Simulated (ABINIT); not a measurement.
# AlSn3 (Pm-3m): from the cell to the phonon bands, part 2 of 4

How does AlSn3 (Pm-3m) vibrate, and is this structure a minimum?

ABINIT 10.8.3; DFT LDA, scalar-relativistic, plane waves, HGH norm-conserving pseudopotentials.

So far. Step 4 (Relaxing the cell and atoms): The volume changes by +0.9 % in this run and stands -1.8 % from the first cell. The relaxed cell has a = 4.559 Å (conventional setting).

The structure was built from a prototype and need not be the compound's stable phase.

**6. Linear response at Γ**

At q = 0 one unit cell holds all displacements. The response is solved for single atoms along the cell's directions, and symmetry skips those that follow from others. The crystal is treated as a metal, which screens a static field, so no field response is asked.

File dfpt_gamma.abi:

```

# common to the responses
getwfk_filepath "gso_WFK"
kptopt 2
nqpt 1
qpt 0.0 0.0 0.0
asr 0
chneut 0

# displacements
rfphon 1
rfatpol 1 4
rfdir 1 1 1
tolvrs 1.0d-10
prtwf 0

# basis, mesh and filling
ecut 20.0
ixc 7
ngkpt 6 6 6
nshiftk 1
shiftk 0.0 0.0 0.0
istwfk *1
occopt 7
tsmear 0.01
nband 14
nstep 100
diemac 1000000.0
prtebands 0
prtgsr 0
useylm 1

# cell and atoms
acell 3*1.0 Angstrom
rprim 
    4.559334533 0.0 0.0
    0.0 4.559334533 0.0
    0.0 0.0 4.559334533
ntypat 2
znucl 13 50
natom 4
typat 1 2 2 2
xred 
    0.0 0.0 0.0
    0.0 0.5 0.5
    0.5 0.0 0.5
    0.5 0.5 0.0
pp_dirpath "./pseudo"
pseudos "Al.hgh, Sn.hgh"
```

Launch:

```
$ OMP_NUM_THREADS=1 mpirun -n 4 abinit dfpt_gamma.abi > dfpt_gamma.log
```

Numbers of over 12 decimals in the logs are rounded to 6 here.

dfpt_gamma.abo, the main output file:

```text
[banners, grids, parts of the stress and lines that vanish by symmetry left out]
- input  file    -> dfpt_gamma.abi
- output file    -> dfpt_gamma.abo
- root for input  files -> dfpt_gammai
- root for output files -> dfpt_gammao

 Symmetries : space group Pm -3 m (#221); Bravais cP (primitive cubic)
================================================================================
 Values of the parameters that define the memory need of the present run (RF).
     intxc =       0      iscf =       7    lmnmax =      14     lnmax =       6
     mgfft =      36  mpssoang =       3    mqgrid =    3001     natom =       4
  nloc_mem =       1    nspden =       1   nspinor =       1    nsppol =       1
      nsym =      48    n1xccc =       0    ntypat =       2    occopt =       7
   xclevel =       1
-    mband =          14        mffmem =           1         mkmem =          28
-   mkqmem =          28        mk1mem =          28           mpw =        2800
      nfft =       46656          nkpt =         112
- my_mband =          14
================================================================================
================================================================================

--------------------------------------------------------------------------------
------------- Echo of variables that govern the present computation ------------
--------------------------------------------------------------------------------
-
- outvars: echo of selected default values
-   iomode0 =  0 , fftalg0 =312 , wfoptalg0 =  0
-
- outvars: echo of global parameters not present in the input file
-  max_nthreads =    1
-
 -outvars: echo values of preprocessed input variables
 [... echo left out ...]
================================================================================

 chkinp: Checking input parameters for consistency.

[...]
== DATASET  1 ==================================================================
-   mpi_nproc: 4, omp_nthreads: 1 (-1 if OMP is not activated)

--- !DatasetInfo
iteration_state: {dtset: 1, }
dimensions: {natom: 4, nkpt: 112, mband: 14, nsppol: 1, nspinor: 1, nspden: 1, mpw: 2800, }
cutoff_energies: {ecut:  20.0, pawecutdg:  -1.0, }
electrons: {nelect:   1.50000000E+01, charge:   0.00000000E+00, occopt:   7.00000000E+00, tsmear:   1.00000000E-02, }
meta: {optdriver: 1, rfphon: 1, }
...

 mkfilename: getwfk from: gso_WFK

 Exchange-correlation functional for the present dataset will be:
  LDA: Perdew-Wang 92 LSD fit to Ceperley-Alder data - ixc=7
 Citation for XC functional:
  J.P.Perdew and Y.Wang, PRB 45, 13244 (1992)

 Real(R)+Recip(G) space primitive vectors, cartesian coordinates (Bohr,Bohr^-1):
 R(1)=  8.6158936  0.0000000  0.0000000  G(1)=  0.1160646  0.0000000  0.0000000
 R(2)=  0.0000000  8.6158936  0.0000000  G(2)=  0.0000000  0.1160646  0.0000000
 R(3)=  0.0000000  0.0000000  8.6158936  G(3)=  0.0000000  0.0000000  0.1160646
 Unit cell volume ucvol=  6.3958899E+02 bohr^3
 Angles (23,13,12)=  9.00000000E+01  9.00000000E+01  9.00000000E+01 degrees
 setup1 : take into account q-point for computing boxcut.

 getcut: wavevector=  0.0000  0.0000  0.0000  ngfft=  36  36  36
         ecut(hartree)=     20.000   => boxcut(ratio)=   2.07550

--- Pseudopotential description ------------------------------------------------
- pspini: atom type   1  psp file is ./pseudo/Al.hgh

- pspini: atom type   2  psp file is ./pseudo/Sn.hgh

   1.01208156E+03                                ecore*ucvol(ha*bohr**3)
--------------------------------------------------------------------------------

 ==>  initialize data related to q vector <==

 The list of irreducible perturbations for this q vector is:
    1)    idir= 1    ipert=   1
    2)    idir= 1    ipert=   2
    3)    idir= 2    ipert=   2

[...]
The perturbation idir=   2  ipert=   1 is
 symmetric of a previously calculated perturbation.
 So, its SCF calculation is not needed.

 The perturbation idir=   3  ipert=   1 is
 symmetric of a previously calculated perturbation.
 So, its SCF calculation is not needed.

 The perturbation idir=   3  ipert=   2 is
 symmetric of a previously calculated perturbation.
 So, its SCF calculation is not needed.

 The perturbation idir=   1  ipert=   3 is
 symmetric of a previously calculated perturbation.
 So, its SCF calculation is not needed.

[...]
The perturbation idir=   2  ipert=   4 is
 symmetric of a previously calculated perturbation.
 So, its SCF calculation is not needed.

 The perturbation idir=   3  ipert=   4 is
 symmetric of a previously calculated perturbation.
 So, its SCF calculation is not needed.

--------------------------------------------------------------------------------
 Perturbation wavevector (in red.coord.)   0.000000  0.000000  0.000000
 Perturbation : displacement of atom   1   along direction   1
 Found     8 symmetries that leave the perturbation invariant.

[...]
dfpt_looppert : total number of electrons, from k and k+q
  fully or partially occupied states are    1.500000E+01 and    1.500000E+01.
 Initialisation of the first-order wave-functions :
  ireadwf=   0

--- !BeginCycle
iteration_state: {dtset: 1, }
solver: {iscf: 7, nstep: 100, nline: 4, wfoptalg: 0, }
tolerances: {tolvrs: 1.00E-10, }
...

     iter   2DEtotal(Ha)        deltaE(Ha) residm    vres2
-ETOT  1   21.113605940500     -2.125E+01 1.576E+00 4.544E+04
 ETOT  2  0.796685     -2.032E+01 5.200E-01 6.707E+01
 ETOT  3  0.763241     -3.344E-02 6.472E-03 9.902E-01
 ETOT  4  0.762853     -3.879E-04 1.308E-03 4.389E-03
 ETOT  5  0.762851     -1.924E-06 1.441E-05 6.688E-05
[...]
At SCF step    8       vres2   =  2.89E-11 < tolvrs=  1.00E-10 =>converged.
[...]
Mean square residual over all n,k,spin=   11.552E-11; max=  18.396E-09

 Thirteen components of 2nd-order total energy (hartree) are
 1,2,3: 0th-order hamiltonian combined with 1st-order wavefunctions
     kin0=   4.88513630E+01 eigvalue=  -7.19768527E-01  local=  -4.48207080E+01
 4,5,6: 1st-order hamiltonian combined with 1st and 0th-order wfs
 loc psp =   4.53411221E+01  Hartree=   9.71368329E+00     xc=  -4.48318036E+00
 note that "loc psp" includes a xc core correction that could be resolved
 7,8,9: eventually, occupation + non-local contributions
    edocc=   3.49862643E+00     enl0=   2.95614174E+01   enl1=  -1.28543989E+02
 1-9 gives the relaxation energy (to be shifted if some occ is /=2.0)
   erelax=  -4.16014337E+01
 10,11,12 Non-relaxation  contributions : frozen-wavefunctions and Ewald
 fr.local=  -4.03239033E+01 fr.nonlo=   6.51860627E+01  Ewald=   1.75021251E+01
 13,14 Frozen wf xc core corrections (1) and (2)
 frxc 1  =   0.00000000E+00  frxc 2 =   0.00000000E+00
 Resulting in :
 2DEtotal=    0.7628507415E+00 Ha. Also 2DEtotal=    0.207582261742E+02 eV
    (2DErelax=   -4.1601433678E+01 Ha. 2DEnonrelax=    4.2364284419E+01 Ha)
    (  non-var. 2DEtotal :    7.6285100665E-01 Ha)

[...]
Perturbation wavevector (in red.coord.)   0.000000  0.000000  0.000000
 Perturbation : displacement of atom   2   along direction   1
 Found     8 symmetries that leave the perturbation invariant.

[...]
dfpt_looppert : total number of electrons, from k and k+q
  fully or partially occupied states are    1.500000E+01 and    1.500000E+01.
 Initialisation of the first-order wave-functions :
  ireadwf=   0

--- !BeginCycle
iteration_state: {dtset: 1, }
solver: {iscf: 7, nstep: 100, nline: 4, wfoptalg: 0, }
tolerances: {tolvrs: 1.00E-10, }
...

     iter   2DEtotal(Ha)        deltaE(Ha) residm    vres2
-ETOT  1   34.682194579108     -5.667E+01 8.526E-01 7.689E+04
[...]
At SCF step    8       vres2   =  6.65E-12 < tolvrs=  1.00E-10 =>converged.
[...]
Mean square residual over all n,k,spin=   10.842E-10; max=  25.415E-08

 Thirteen components of 2nd-order total energy (hartree) are
 1,2,3: 0th-order hamiltonian combined with 1st-order wavefunctions
     kin0=   7.60442260E+01 eigvalue=   6.06593889E-01  local=  -1.88049722E+01
 4,5,6: 1st-order hamiltonian combined with 1st and 0th-order wfs
 loc psp =  -7.96518813E+01  Hartree=   1.75260180E+01     xc=  -8.68271261E+00
 note that "loc psp" includes a xc core correction that could be resolved
 7,8,9: eventually, occupation + non-local contributions
    edocc=   7.81250549E+00     enl0=   1.53819237E+01   enl1=  -1.00115284E+02
 1-9 gives the relaxation energy (to be shifted if some occ is /=2.0)
   erelax=  -8.98835826E+01
 10,11,12 Non-relaxation  contributions : frozen-wavefunctions and Ewald
 fr.local=   1.73276735E+01 fr.nonlo=   4.86093371E+01  Ewald=   2.54155523E+01
 13,14 Frozen wf xc core corrections (1) and (2)
 frxc 1  =   0.00000000E+00  frxc 2 =   0.00000000E+00
 Resulting in :
 2DEtotal=    0.1468980321E+01 Ha. Also 2DEtotal=    0.399729909054E+02 eV
    (2DErelax=   -8.9883582617E+01 Ha. 2DEnonrelax=    9.1352562938E+01 Ha)
    (  non-var. 2DEtotal :    1.4689804465E+00 Ha)

[...]
Perturbation wavevector (in red.coord.)   0.000000  0.000000  0.000000
 Perturbation : displacement of atom   2   along direction   2
 Found     4 symmetries that leave the perturbation invariant.

--------------------------------------------------------------------------------

--------------------------------------------------------------------------------

 dfpt_looppert : total number of electrons, from k and k+q
  fully or partially occupied states are    1.500000E+01 and    1.500000E+01.
 Initialisation of the first-order wave-functions :
  ireadwf=   0

--- !BeginCycle
iteration_state: {dtset: 1, }
solver: {iscf: 7, nstep: 100, nline: 4, wfoptalg: 0, }
tolerances: {tolvrs: 1.00E-10, }
...

     iter   2DEtotal(Ha)        deltaE(Ha) residm    vres2
-ETOT  1   34.089352962554     -5.621E+01 8.992E-01 7.762E+04
[...]
ETOT  7  0.283216     -9.504E-11 1.843E-07 3.140E-09
 ETOT  8  0.283216     -1.975E-12 1.923E-07 1.118E-11

 At SCF step    8       vres2   =  1.12E-11 < tolvrs=  1.00E-10 =>converged.
[...]
Mean square residual over all n,k,spin=   49.868E-11; max=  19.225E-08

 Thirteen components of 2nd-order total energy (hartree) are
 1,2,3: 0th-order hamiltonian combined with 1st-order wavefunctions
     kin0=   7.59969097E+01 eigvalue=   5.05451521E-01  local=  -1.88162435E+01
 4,5,6: 1st-order hamiltonian combined with 1st and 0th-order wfs
 loc psp =  -7.98710855E+01  Hartree=   1.77668834E+01     xc=  -8.79855771E+00
 note that "loc psp" includes a xc core correction that could be resolved
 7,8,9: eventually, occupation + non-local contributions
    edocc=   7.87173729E+00     enl0=   1.54852820E+01   enl1=  -1.00151840E+02
 1-9 gives the relaxation energy (to be shifted if some occ is /=2.0)
   erelax=  -9.00114628E+01
 10,11,12 Non-relaxation  contributions : frozen-wavefunctions and Ewald
 fr.local=   2.23578028E+01 fr.nonlo=   4.85574224E+01  Ewald=   1.93794532E+01
 13,14 Frozen wf xc core corrections (1) and (2)
 frxc 1  =   0.00000000E+00  frxc 2 =   0.00000000E+00
 Resulting in :
 2DEtotal=    0.2832156206E+00 Ha. Also 2DEtotal=    0.770668964312E+01 eV
    (2DErelax=   -9.0011462772E+01 Ha. 2DEnonrelax=    9.0294678392E+01 Ha)
    (  non-var. 2DEtotal :    2.8321565538E-01 Ha)

[...]
---- first-order wavefunction calculations are completed ----

 ==> Compute Derivative Database <==

 [... matrices left out ...]
  Phonon wavevector (reduced coordinates) :  0.00000  0.00000  0.00000
 Phonon energies in Hartree :
  -2.877801E-04 -2.877801E-04 -2.877801E-04 -9.953119E-07 -9.953100E-07
  -9.953045E-07  1.919104E-04  1.919104E-04  1.919104E-04  6.177640E-04
   6.177640E-04  6.177640E-04
 Phonon frequencies in cm-1    :
- -6.316042E+01 -6.316042E+01 -6.316042E+01 -2.184457E-01 -2.184453E-01
- -2.184441E-01  4.211946E+01  4.211946E+01  4.211946E+01  1.355835E+02
-  1.355835E+02  1.355835E+02

== END DATASET(S) ==============================================================
================================================================================

 -outvars: echo values of variables after computation
            acell      1.8897261259E+00  1.8897261259E+00  1.8897261259E+00 Bohr
           etotal      2.8321562060E-01
            fcart      0.0000000000E+00  0.0000000000E+00  0.0000000000E+00
           strten      0.0000000000E+00  0.0000000000E+00  0.0000000000E+00
================================================================================
```

Run time: 52 s. Hardware: 4 MPI ranks of Arm Neoverse N1, shared host; 3.4 min of CPU time.

Read from the output:

- largest acoustic frequency at the zone centre before the sum rule: -0.22 cm⁻¹
- highest optical zone-centre mode (no LO-TO term): 135.6 cm⁻¹
- lowest optical zone-centre mode: -63.16 cm⁻¹

The acoustic modes at Γ come out as far as 0.2 cm⁻¹ from zero, where they should vanish, a small numerical error. The lowest optical mode is imaginary, 63i cm⁻¹, an instability at this level and on this k mesh.

(Continued in part 3 of 4.)

[Host names and launcher messages were left out of these logs when they were recorded.]

[Logs are printed without paths, hosts, clocks, repeated set-up lines and the standing remarks that a program may print on its own settings, such as how far it seeks lower states.]

[Hosts, paths, dates, database ids (printed as entryN), source tags and the programs' standing remarks are cut or masked in the printed files.]
